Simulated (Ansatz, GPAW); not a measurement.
# Work function of a 13-layer slab of Fe(111) at several levels

How far do functional and basis move the work function of a 13-layer slab of Fe(111)?

Calculated with GPAW 26.7.0 and Ansatz 0.2.0; Ansatz plane waves; slab in vacuum with a dipole correction, relaxation, in the first sound run; inputs show where later runs differ.

Report form: the programs' logs are mostly left out.

## 1. Set-up

The cell holds 13 atoms: 13 Fe. Cell: a = 4.059 Å, b = 4.059 Å, c = 27.942 Å, α = 90.0°, β = 90.0°, γ = 60.0°. Vacuum lies along c.

## 2. Relaxing the atoms

Forces are removed first; all later runs use this geometry. The lowest 6 atoms are held at bulk positions and keep their forces.

input.yaml

```yaml
crystal:
  lattice:
    - [4.058792924, 0.0, 0.0]
    - [2.029396462, 3.5150177809, 0.0]
    - [0.0, 0.0, 27.9419716354]
  atoms:
    - { symbol: Fe, position: [0.0, 0.0, 0.3220960968], spin: 2.5 }
    - { symbol: Fe, position: [0.3333333333, 0.3333333333, 0.3517467473], spin: 2.5 }
    - { symbol: Fe, position: [0.6666666667, 0.6666666667, 0.3813973979], spin: 2.5 }
    - { symbol: Fe, position: [0.0, 0.0, 0.4110480484], spin: 2.5 }
    - { symbol: Fe, position: [0.3333333333, 0.3333333333, 0.4406986989], spin: 2.5 }
    - { symbol: Fe, position: [0.6666666667, 0.6666666667, 0.4703493495], spin: 2.5 }
    - { symbol: Fe, position: [0.0, 0.0, 0.5], spin: 2.5 }
    - { symbol: Fe, position: [0.3333333333, 0.3333333333, 0.5296506505], spin: 2.5 }
    - { symbol: Fe, position: [0.6666666667, 0.6666666667, 0.5593013011], spin: 2.5 }
    - { symbol: Fe, position: [0.0, 0.0, 0.5889519516], spin: 2.5 }
    - { symbol: Fe, position: [0.3333333333, 0.3333333333, 0.6186026021], spin: 2.5 }
    - { symbol: Fe, position: [0.6666666667, 0.6666666667, 0.6482532527], spin: 2.5 }
    - { symbol: Fe, position: [0.0, 0.0, 0.6779039032], spin: 2.5 }
magnetization:
  spin_polarized: true
kpoints:
  mp_grid: { grid: [9, 9, 1] }
hamiltonian:
  xc: pbe
scf:
  occupations: { method: fermi_dirac, width: 0.1 }
efield:
  axis: 3
  dipole_correction: true
  ramp_width: 0.05
relax:
  f_tol: 0.02
  max_steps: 60
  constraints: [{ sites: [0, 1, 2, 3, 4, 5] }]
output:
  write_potential: true
  write_density: true
  volumetric_format: npy
```

Started as:

```console
$ ansatz run input.yaml --threads 4 --pin off --max-ram 8192MiB --backend cpu --events-out ev --progress --plain --runs-dir out
```

The job ended after 9.5 min (4 threads of Arm Neoverse N1, shared host; peak memory 1.9 GiB; 37 min of CPU time).

Relaxation path:

| step | energy less that of the first step (eV) | largest force component (eV/Å) |
| --- | --- | --- |
| 1 | 0.0000 | 0.8192 |
| 2 | -0.1049 | 0.4556 |
| 3 | -0.1441 | 0.1091 |
| 4 | -0.1455 | 0.0205 |
| 5 | -0.1455 | 0.0015 |

Forces are held to the 6 operations that the run works with; a distortion that breaks them can't arise in this run.

The atoms that moved most (Å):

| atom | dx | dy | dz | length |
| --- | --- | --- | --- | --- |
| Fe13 | 0.000 | 0.000 | -0.247 | 0.247 |
| Fe12 | 0.000 | 0.000 | -0.171 | 0.171 |
| Fe10 | 0.000 | 0.000 | -0.087 | 0.087 |
| Fe9 | 0.000 | 0.000 | -0.065 | 0.065 |
| Fe8 | 0.000 | 0.000 | -0.034 | 0.034 |
| Fe7 | 0.000 | 0.000 | -0.034 | 0.034 |

This step gave:

```yaml
free_energy: -58241.5066 eV
smearing_term_ts: 0.4971 eV
magnetization: 31.54 μB
absolute_magnetization: 33.03 μB
symmetry_operations: 6
upper_work_function: 3.939 eV
lower_work_function: 3.834 eV
dipole_along_the_normal: -0.008259 e·Å
dipole_field: -0.003749 V/Å
vacuum_level_above: 8.447 eV
vacuum_level_below: 8.342 eV
```

Electrostatic potential energy of an electron (with the applied field's), less the Fermi level, planar mean against z:

| z (Å) | electrostatic potential energy of an electron (with the applied field's), less the Fermi level, planar mean (eV) |
| --- | --- |
| 0 | 3.89 |
| 1 | 3.83 |
| 2 | 3.83 |
| 3 | 3.83 |
| 4 | 3.83 |
| 5 | 3.83 |
| 6 | 3.82 |
| 7 | 3.67 |
| 8 | 2.11 |
| 9 | -7.21 |
| 10 | -9.38 |
| 11 | -9.80 |
| 12 | -9.72 |
| 13 | -9.43 |
| 14 | -9.29 |
| 15 | -9.91 |
| 16 | -10.0 |
| 17 | -9.32 |
| 18 | -11.2 |
| 19 | -4.86 |
| 20 | 3.10 |
| 21 | 3.86 |
| 22 | 3.93 |
| 23 | 3.94 |
| 24 | 3.94 |
| 25 | 3.94 |
| 26 | 3.94 |
| 27 | 3.94 |

The valence density, planar mean (density) oscillates, so the rows of the table below give means over windows of 1 Å about each position, cut where the curve ends. Its maxima inside the range that stand out by 2 % of the span (Å: e/Å³): 9.0: 1.47, 9.9: 1.53, 10.6: 1.55, 11.5: 1.56, 12.4: 1.55, 13.1: 1.56, 14.0: 1.57, 14.7: 1.55, 15.6: 1.58, 16.3: 1.53, 17.3: 1.65, 17.9: 1.69, 18.6: 1.51. Its minima: 9.5: 1.13, 10.2: 1.17, 11.1: 1.15, 11.9: 1.16, 12.7: 1.18, 13.5: 1.23, 14.4: 1.17, 15.1: 1.23, 16.0: 1.20, 16.9: 1.01, 17.6: 1.57, 18.3: 1.31.

Table of valence density, planar mean by z; means over each step:

| z (Å) | density (e/Å³) | rho spin (e/Å³) |
| --- | --- | --- |
| 5 | 5.9e-5 | 2.1e-5 |
| 6 | 6.0e-4 | 2.2e-4 |
| 7 | 0.00632 | 0.00234 |
| 8 | 0.104 | 0.0302 |
| 9 | 1.12 | 0.207 |
| 10 | 1.34 | 0.203 |
| 11 | 1.38 | 0.208 |
| 12 | 1.37 | 0.199 |
| 13 | 1.36 | 0.190 |
| 14 | 1.36 | 0.182 |
| 15 | 1.40 | 0.197 |
| 16 | 1.40 | 0.198 |
| 17 | 1.33 | 0.193 |
| 18 | 1.52 | 0.230 |
| 19 | 0.852 | 0.159 |
| 20 | 0.0361 | 0.0114 |
| 21 | 0.00305 | 8.7e-4 |
| 22 | 2.9e-4 | 7.3e-5 |
| 23 | 2.8e-5 | 6.2e-6 |

Site moment by atom:

| atom | site moment (μB) |
| --- | --- |
| Fe1 | 2.91 |
| Fe2 | 2.47 |
| Fe3 | 2.55 |
| Fe4 | 2.35 |
| Fe5 | 2.37 |
| Fe6 | 2.28 |
| Fe7 | 2.16 |
| Fe8 | 2.31 |
| Fe9 | 2.27 |
| Fe10 | 2.28 |
| Fe11 | 2.49 |
| Fe12 | 2.29 |
| Fe13 | 2.76 |

The relaxation lowered the energy of the cell by 0.146 eV.

## 3. Plane waves, PBE

The work function is the vacuum plateau of the electrostatic potential less the Fermi level; a dipole layer lets the two faces have plateaus of their own.

This step: GPAW, PAW setups; slab in vacuum (GPAW 26.7.0).

run.py

```python
import json
import numpy as np
from ase import Atoms
from gpaw import GPAW, PW

slab = Atoms(
    ['Fe', 'Fe', 'Fe', 'Fe', 'Fe', 'Fe', 'Fe', 'Fe', 'Fe', 'Fe', 'Fe', 'Fe', 'Fe'],
    positions=[
        [0.00000, 0.00000, 9.00000],
        [2.02940, 1.17167, 9.82850],
        [4.05879, 2.34335, 10.65700],
        [0.00000, 0.00000, 11.48549],
        [2.02940, 1.17167, 12.31399],
        [4.05879, 2.34335, 13.14249],
        [-0.00000, -0.00000, 13.93697],
        [2.02940, 1.17167, 14.76514],
        [4.05879, 2.34335, 15.56327],
        [-0.00000, -0.00000, 16.36996],
        [2.02940, 1.17167, 17.28331],
        [4.05879, 2.34335, 17.94215],
        [-0.00000, 0.00000, 18.69506]],
    cell=[[4.05879, 0.0, 0.0], [2.0294, 3.51502, 0.0], [0.0, 0.0, 27.94197]],
    pbc=[True, True, False],
    magmoms=[2.5, 2.5, 2.5, 2.5, 2.5, 2.5, 2.5, 2.5, 2.5, 2.5, 2.5, 2.5, 2.5])

slab.calc = GPAW(mode=PW(400), xc='PBE', kpts={'size': (9, 9, 1), 'gamma': True},
                 occupations={'name': 'fermi-dirac', 'width': 0.1}, nbands='160%',
                 convergence={'density': 1e-05}, maxiter=200,
                 poissonsolver={'dipolelayer': 'xy'},
                 symmetry={'tolerance': 1e-3}, txt='slab.txt')
result = {}
energy = slab.get_potential_energy()
fermi = slab.calc.get_fermi_level()
v = slab.calc.get_electrostatic_potential().mean((0, 1)) - fermi
n = slab.calc.get_pseudo_density().mean((0, 1))
L = slab.cell[2, 2]
z = np.arange(len(v)) * L / len(v)
low, high = slab.positions[:, 2].min(), slab.positions[:, 2].max()
below, above = np.interp([low - 6.8, high + 6.8], z, v)
slopes = [np.interp(x, z, np.gradient(v, z)) for x in (low - 6.8, high + 6.8)]
eps = np.array([[slab.calc.get_eigenvalues(k, s) for k in range(len(slab.calc.get_ibz_k_points()))]
                for s in range(slab.calc.get_number_of_spins())]) - fermi
top, bottom = eps[eps < 0].max(), eps[eps > 0].min()
dipole = slab.get_dipole_moment()[2]
print(f'energy {energy:.4f} eV, Fermi level {fermi:.4f} eV, dipole {dipole:.5f} e A')
print(f'potential 6.8 A off the faces, from the Fermi level: lower {below:.4f} eV, upper {above:.4f} eV')
print(f'slope of the potential there: lower {slopes[0]:.5f}, upper {slopes[1]:.5f} eV/A')
print(f'nearest levels on the mesh: {top:.4f} and {bottom:.4f} eV')
print('magnetic moment', round(slab.get_magnetic_moment(), 3))
result.update(energy=energy, fermi=fermi, dipole=dipole, below=below, above=above, slopes=slopes, edges=[top, bottom],
              z=z.tolist(), v=v.tolist(), n=n.tolist(), positions=slab.positions.tolist(),
              forces=slab.get_forces(apply_constraint=False).tolist(), moments=slab.get_magnetic_moments().tolist())
json.dump(result, open('result.json', 'w'))
```

Started as:

```console
$ OMP_NUM_THREADS=1 OPENBLAS_NUM_THREADS=1 python run.py
```

Run time: 80 min. Hardware: 1 thread; peak memory 0.63 GiB.

This step gave:

- dipole along the normal: -0.009902 e·Å
- levels nearest the Fermi level on the mesh: -0.003853, 0.002311 eV from the Fermi level
- upper work function: 3.947 eV
- lower work function: 3.845 eV
- sum of the site moments: 31.27 μB

The electrostatic potential energy of an electron (without an applied field's), less the Fermi level, planar mean oscillates, so the rows of the table below give means over windows of 1 Å about each position, cut where the curve ends. Its maxima inside the range that stand out by 2 % of the span (Å: eV): 10.2: -9.10, 11.1: -9.12, 11.9: -9.09, 12.7: -9.11, 13.6: -9.56, 14.4: -9.15, 15.1: -9.60, 16.0: -9.41, 16.8: -8.21. Its minima: 9.8: -10.2, 10.7: -10.2, 11.5: -10.2, 12.3: -10.2, 13.1: -10.3, 13.9: -10.3, 14.8: -10.3, 15.5: -10.5, 16.4: -9.95, 17.8: -12.0.

Electrostatic potential energy of an electron (without an applied field's), less the Fermi level, planar mean against z; means over each step:

| z (Å) | electrostatic potential energy of an electron (without an applied field's), less the Fermi level, planar mean (eV) |
| --- | --- |
| 0 | 3.86 |
| 1 | 3.84 |
| 2 | 3.84 |
| 3 | 3.84 |
| 4 | 3.84 |
| 5 | 3.84 |
| 6 | 3.82 |
| 7 | 3.64 |
| 8 | 1.63 |
| 9 | -7.18 |
| 10 | -9.59 |
| 11 | -9.73 |
| 12 | -9.68 |
| 13 | -9.74 |
| 14 | -9.74 |
| 15 | -9.96 |
| 16 | -9.83 |
| 17 | -9.67 |
| 18 | -11.3 |
| 19 | -4.86 |
| 20 | 2.87 |
| 21 | 3.85 |
| 22 | 3.94 |
| 23 | 3.95 |
| 24 | 3.95 |
| 25 | 3.95 |
| 26 | 3.95 |
| 27 | 3.95 |

The pseudo valence density, planar mean oscillates, so the rows of the table below give means over windows of 1 Å about each position, cut where the curve ends. Its maxima inside the range that stand out by 2 % of the span (Å: e/Å³): 9.1: 0.672, 9.9: 0.740, 10.6: 0.746, 11.4: 0.748, 12.2: 0.748, 13.2: 0.757, 13.9: 0.773, 14.7: 0.771, 15.5: 0.783, 16.4: 0.768, 17.4: 0.802, 18.0: 0.821, 18.6: 0.716. Its minima: 9.3: 0.562, 10.1: 0.607, 11.0: 0.605, 11.8: 0.607, 12.6: 0.610, 13.5: 0.629, 14.3: 0.600, 15.1: 0.616, 15.9: 0.597, 16.8: 0.544, 17.6: 0.739, 18.4: 0.639.

Pseudo valence density, planar mean against z; means over each step:

| z (Å) | pseudo valence density, planar mean (e/Å³) |
| --- | --- |
| 5 | 6.1e-5 |
| 6 | 6.3e-4 |
| 7 | 0.00652 |
| 8 | 0.0797 |
| 9 | 0.532 |
| 10 | 0.670 |
| 11 | 0.684 |
| 12 | 0.684 |
| 13 | 0.682 |
| 14 | 0.679 |
| 15 | 0.699 |
| 16 | 0.694 |
| 17 | 0.676 |
| 18 | 0.744 |
| 19 | 0.418 |
| 20 | 0.0371 |
| 21 | 0.00311 |
| 22 | 2.9e-4 |
| 23 | 2.9e-5 |

Site moment by atom:

| atom | site moment (μB) |
| --- | --- |
| Fe1 | 2.87 |
| Fe2 | 2.43 |
| Fe3 | 2.53 |
| Fe4 | 2.34 |
| Fe5 | 2.36 |
| Fe6 | 2.27 |
| Fe7 | 2.15 |
| Fe8 | 2.30 |
| Fe9 | 2.26 |
| Fe10 | 2.27 |
| Fe11 | 2.47 |
| Fe12 | 2.27 |
| Fe13 | 2.77 |

Force by atom:

| atom | x (eV/Å) | y (eV/Å) | z (eV/Å) | size |
| --- | --- | --- | --- | --- |
| Fe1 | 0.000 | 0.000 | 0.733 | 0.733 |
| Fe2 | 0.000 | 0.000 | 0.451 | 0.451 |
| Fe3 | 0.000 | 0.000 | -0.743 | 0.743 |
| Fe4 | 0.000 | 0.000 | -0.294 | 0.294 |
| Fe5 | 0.000 | 0.000 | -0.146 | 0.146 |
| Fe6 | 0.000 | 0.000 | -0.202 | 0.202 |
| Fe7 | 0.000 | 0.000 | 0.001 | 0.001 |
| Fe8 | 0.000 | 0.000 | 0.006 | 0.006 |
| Fe9 | 0.000 | 0.000 | 0.002 | 0.002 |
| Fe10 | 0.000 | 0.000 | -0.033 | 0.033 |
| Fe11 | 0.000 | 0.000 | 0.050 | 0.050 |
| Fe12 | 0.000 | 0.000 | 0.058 | 0.058 |
| Fe13 | 0.000 | 0.000 | 0.114 | 0.114 |

The potential is flat to 5.7e-5 eV/Å where it is read, so the vacuum is wide enough. The geometry is the other program's minimum; here the largest force on a free atom is 0.11 eV/Å.

## 4. Self-consistent run: xc = "LDA"

The same geometry under LDA, to see how far the functional moves the levels against the vacuum.

run.py: that of step 3 with these lines changed.

```diff
@@ -25,3 +25,3 @@
 
-slab.calc = GPAW(mode=PW(400), xc='PBE', kpts={'size': (9, 9, 1), 'gamma': True},
+slab.calc = GPAW(mode=PW(400), xc='LDA', kpts={'size': (9, 9, 1), 'gamma': True},
                  occupations={'name': 'fermi-dirac', 'width': 0.1}, nbands='160%',
```

It took 77 min on 1 thread; peak memory 0.61 GiB.

Numbers from this step:

```yaml
dipole_along_the_normal: -0.01106 e·Å
levels_nearest_the_fermi_level_on_the_mesh: -3.10e-4, 0.007791 eV from the Fermi level
upper_work_function: 4.336 eV
lower_work_function: 4.219 eV
sum_of_the_site_moments: 29.92 μB
```

The electrostatic potential energy of an electron (without an applied field's), less the Fermi level, planar mean oscillates, so the rows of the table below give means over windows of 1 Å about each position, cut where the curve ends. Its maxima inside the range that stand out by 2 % of the span (Å: eV): 10.2: -8.69, 11.1: -8.72, 11.9: -8.70, 12.7: -8.73, 13.6: -9.18, 14.4: -8.78, 15.1: -9.22, 16.0: -9.02, 16.8: -7.80. Its minima: 9.8: -9.77, 10.7: -9.82, 11.5: -9.80, 12.3: -9.79, 13.1: -9.98, 13.9: -9.94, 14.8: -9.97, 15.5: -10.1, 16.4: -9.57, 17.8: -11.6.

Electrostatic potential energy of an electron (without an applied field's), less the Fermi level, planar mean against z; means over each step:

| z (Å) | electrostatic potential energy of an electron (without an applied field's), less the Fermi level, planar mean (eV) |
| --- | --- |
| 0 | 4.24 |
| 1 | 4.22 |
| 2 | 4.22 |
| 3 | 4.22 |
| 4 | 4.22 |
| 5 | 4.22 |
| 6 | 4.20 |
| 7 | 4.02 |
| 8 | 2.04 |
| 9 | -6.78 |
| 10 | -9.19 |
| 11 | -9.33 |
| 12 | -9.30 |
| 13 | -9.36 |
| 14 | -9.37 |
| 15 | -9.59 |
| 16 | -9.45 |
| 17 | -9.27 |
| 18 | -10.9 |
| 19 | -4.44 |
| 20 | 3.28 |
| 21 | 4.24 |
| 22 | 4.33 |
| 23 | 4.34 |
| 24 | 4.34 |
| 25 | 4.34 |
| 26 | 4.34 |
| 27 | 4.34 |

The pseudo valence density, planar mean oscillates, so the rows of the table below give means over windows of 1 Å about each position, cut where the curve ends. Its maxima inside the range that stand out by 2 % of the span (Å: e/Å³): 9.1: 0.670, 9.9: 0.739, 10.6: 0.746, 11.4: 0.747, 12.2: 0.747, 13.2: 0.756, 13.9: 0.772, 14.7: 0.770, 15.5: 0.782, 16.4: 0.766, 17.4: 0.802, 18.0: 0.820, 18.6: 0.714. Its minima: 9.3: 0.563, 10.1: 0.607, 11.0: 0.606, 11.8: 0.608, 12.6: 0.611, 13.5: 0.629, 14.3: 0.601, 15.1: 0.617, 15.9: 0.598, 16.8: 0.545, 17.6: 0.740, 18.4: 0.639.

The pseudo valence density, planar mean by z; means over each step:

| z (Å) | pseudo valence density, planar mean (e/Å³) |
| --- | --- |
| 5 | 5.3e-5 |
| 6 | 5.9e-4 |
| 7 | 0.00645 |
| 8 | 0.0799 |
| 9 | 0.532 |
| 10 | 0.670 |
| 11 | 0.684 |
| 12 | 0.684 |
| 13 | 0.682 |
| 14 | 0.680 |
| 15 | 0.699 |
| 16 | 0.693 |
| 17 | 0.677 |
| 18 | 0.744 |
| 19 | 0.418 |
| 20 | 0.0371 |
| 21 | 0.00306 |
| 22 | 2.7e-4 |
| 23 | 2.4e-5 |

Site moment by atom:

| atom | site moment (μB) |
| --- | --- |
| Fe1 | 2.79 |
| Fe2 | 2.32 |
| Fe3 | 2.42 |
| Fe4 | 2.23 |
| Fe5 | 2.26 |
| Fe6 | 2.16 |
| Fe7 | 2.07 |
| Fe8 | 2.19 |
| Fe9 | 2.17 |
| Fe10 | 2.16 |
| Fe11 | 2.36 |
| Fe12 | 2.13 |
| Fe13 | 2.67 |

Force by atom:

| atom | x (eV/Å) | y (eV/Å) | z (eV/Å) | size |
| --- | --- | --- | --- | --- |
| Fe1 | 0.00 | 0.00 | 1.63 | 1.63 |
| Fe2 | 0.00 | 0.00 | 0.93 | 0.93 |
| Fe3 | 0.00 | 0.00 | -0.43 | 0.43 |
| Fe4 | 0.00 | 0.00 | -0.29 | 0.29 |
| Fe5 | 0.00 | 0.00 | -0.12 | 0.12 |
| Fe6 | 0.00 | 0.00 | -0.21 | 0.21 |
| Fe7 | 0.00 | 0.00 | 0.00 | 0.00 |
| Fe8 | 0.00 | 0.00 | 0.00 | 0.00 |
| Fe9 | 0.00 | 0.00 | 0.04 | 0.04 |
| Fe10 | 0.00 | 0.00 | 0.05 | 0.05 |
| Fe11 | 0.00 | 0.00 | -0.15 | 0.15 |
| Fe12 | 0.00 | 0.00 | -0.52 | 0.52 |
| Fe13 | 0.00 | 0.00 | -0.95 | 0.95 |

The upper face's work function is 4.336 eV, against 3.947 eV in the first plane-wave PBE run at this geometry.

## 5. Self-consistent run: xc = "revPBE"

The same geometry under revPBE, to see how far the functional moves the levels against the vacuum.

run.py: that of step 4 with these lines changed.

```diff
@@ -25,3 +25,3 @@
 
-slab.calc = GPAW(mode=PW(400), xc='LDA', kpts={'size': (9, 9, 1), 'gamma': True},
+slab.calc = GPAW(mode=PW(400), xc='revPBE', kpts={'size': (9, 9, 1), 'gamma': True},
                  occupations={'name': 'fermi-dirac', 'width': 0.1}, nbands='160%',
```

The job ended after 74 min (1 thread; peak memory 0.63 GiB).

This step gave:

| Item | Value |
| --- | --- |
| dipole along the normal | -0.009406 e·Å |
| levels nearest the Fermi level on the mesh | -0.008028, 0.007969 eV from the Fermi level |
| upper work function | 3.783 eV |
| lower work function | 3.687 eV |
| sum of the site moments | 31.77 μB |

The electrostatic potential energy of an electron (without an applied field's), less the Fermi level, planar mean oscillates, so the rows of the table below give means over windows of 1 Å about each position, cut where the curve ends. Its maxima inside the range that stand out by 2 % of the span (Å: eV): 10.2: -9.20, 11.1: -9.21, 11.9: -9.17, 12.7: -9.20, 13.6: -9.64, 14.4: -9.23, 15.1: -9.68, 16.0: -9.49, 16.8: -8.30. Its minima: 9.8: -10.3, 10.7: -10.3, 11.5: -10.3, 12.3: -10.3, 13.1: -10.4, 13.9: -10.4, 14.8: -10.4, 15.5: -10.6, 16.4: -10.0, 17.8: -12.1.

Electrostatic potential energy of an electron (without an applied field's), less the Fermi level, planar mean against z; means over each step:

z (Å), electrostatic potential energy of an electron (without an applied field's), less the Fermi level, planar mean (eV) and a bar from the least value:
```
        0        3.7 ##############################
        1        3.7 ##############################
        2        3.7 ##############################
        3        3.7 ##############################
        4        3.7 ##############################
        5        3.7 ##############################
        6        3.7 ##############################
        7        3.5 #############################
        8        1.5 #########################
        9       -7.3 ########
       10       -9.7 ###
       11       -9.8 ###
       12       -9.8 ###
       13       -9.8 ###
       14       -9.8 ###
       15      -10.0 ###
       16       -9.9 ###
       17       -9.8 ###
       18      -11.4 
       19       -5.0 #############
       20        2.7 ############################
       21        3.7 ##############################
       22        3.8 ##############################
       23        3.8 ##############################
       24        3.8 ##############################
       25        3.8 ##############################
       26        3.8 ##############################
       27        3.8 ##############################
```

The upper face's work function is 3.783 eV, against 3.947 eV in the first plane-wave PBE run at this geometry.

## 6. Self-consistent run: xc = "vdW-DF2"

The same geometry under vdW-DF2, to see how far the functional moves the levels against the vacuum (the van der Waals functionals take revPBE setups).

run.py: that of step 5 with these lines changed.

```diff
@@ -25,3 +25,3 @@
 
-slab.calc = GPAW(mode=PW(400), xc='revPBE', kpts={'size': (9, 9, 1), 'gamma': True},
+slab.calc = GPAW(mode=PW(400), xc='vdW-DF2', kpts={'size': (9, 9, 1), 'gamma': True},
                  occupations={'name': 'fermi-dirac', 'width': 0.1}, nbands='160%',
```

It took 79 min on 1 thread; peak memory 0.91 GiB.

Numbers from this step:

```
dipole along the normal                    : -0.01111 e·Å
levels nearest the Fermi level on the mesh : -2.54e-4, 0.002294 eV from the Fermi level
upper work function                        : 4.477 eV
lower work function                        : 4.359 eV
sum of the site moments                    : 29.24 μB
```

The upper face's work function is 4.477 eV, against 3.947 eV in the first plane-wave PBE run at this geometry.

## 7. Self-consistent run: xc = "RPBE"

The same geometry under RPBE, to see how far the functional moves the levels against the vacuum.

run.py: that of step 6 with these lines changed.

```diff
@@ -25,3 +25,3 @@
 
-slab.calc = GPAW(mode=PW(400), xc='vdW-DF2', kpts={'size': (9, 9, 1), 'gamma': True},
+slab.calc = GPAW(mode=PW(400), xc='RPBE', kpts={'size': (9, 9, 1), 'gamma': True},
                  occupations={'name': 'fermi-dirac', 'width': 0.1}, nbands='160%',
```

It took 78 min on 1 thread; peak memory 0.63 GiB.

This step gave:

| Item | Value |
| --- | --- |
| dipole along the normal | -0.009149 e·Å |
| levels nearest the Fermi level on the mesh | -0.01258, 0.004503 eV from the Fermi level |
| upper work function | 3.764 eV |
| lower work function | 3.671 eV |
| sum of the site moments | 31.96 μB |

The upper face's work function is 3.764 eV, against 3.947 eV in the first plane-wave PBE run at this geometry.

(Continued in part 2 of 2.)

[Logs are printed without paths, hosts, clocks, repeated set-up lines and the standing remarks that a program may print on its own settings, such as how far it seeks lower states.]

[Hosts, paths, dates, database ids (printed as entryN), source tags and the programs' standing remarks are cut or masked in the printed files.]
